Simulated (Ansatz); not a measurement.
G0W0 rungs for La2O3 (P-3m1).

Symmetry: P-3m1, No. 164, trigonal system. Conventional cell: a = 3.931 Å, b = 3.931 Å, c = 6.112 Å, α = 90.00°, β = 90.00°, γ = 120.00°. Nearest to La lie 7 O at 2.36 to 2.72 Å. Nearest to O lie 4 La at 2.36 to 2.44 Å. Nearest to O lie 6 La at 2.72 Å. Farther neighbours and most contacts between anions are not listed.

```xyz
5
Lattice="3.9308 0.0000 0.0000 -1.9654 3.4042 0.0000 0.0000 0.0000 6.1120" Properties=species:S:1:pos:R:3 pbc="T T T"
La    1.9654    1.1347    4.6070
La    0.0000    2.2694    1.5050
O     1.9654    1.1347    2.1643
O     0.0000    2.2694    3.9477
O     0.0000    0.0000    0.0000
```

The cell and positions are those that the Materials Project relaxed with its own functionals (PBE, PBE+U or r2SCAN), kept fixed. Spin-orbit coupling is left out unless a run names it.

Runs so far (Ansatz 0.2.0, start PBE, PAW set soft_1 files, 6×6×2 mesh). Times are wall times on 1 × NVIDIA H100 80GB HBM3 (shared by 6 runs) with 2 threads of AMD EPYC 7R13 (Zen 3), shared host, good to a factor of about two.

```tsv
bands summed	cutoff (eV)	gap on the mesh (eV)	time
85	50	5.457	9.2 s
205	100	5.346	16 s
361	150	5.407	24 s
625	220	5.475	46 s
```

Q: What should the next rung give, with 984 bands and screening to 300 eV, and where is the limit?

The error falls about as one over the bands when the cutoff rises with them. A line through the two highest rungs given predicts 5.510 eV; the run gave 5.520 eV, close to it. The two highest rungs put the limit near 5.599 eV, the pair below near 5.569 eV; their difference is a rough measure of what is unsettled in bands and cutoff; the mesh is a separate error.

Gaps are over the mesh's points; an edge off the mesh would be missed. Limits: not at the basis limit; f levels unsure; no spin-orbit coupling; coarse k mesh.

[Paths, hosts, dates, memory and timing lines, banners, echoed tables and standing remarks are left out of the program output.]

[Logs are printed without paths, hosts, clocks, repeated set-up lines and the standing remarks that a program may print on its own settings, such as how far it seeks lower states.]

[Runs of the session that timed out or met a known fault of the program may be left out.]

[Cells called generated may have been cut or substituted from an entry of the Crystallography Open Database or the Materials Project.]

[Hosts, paths, dates, database ids (printed as entryN), source tags and the programs' standing remarks are cut or masked in the printed files.]
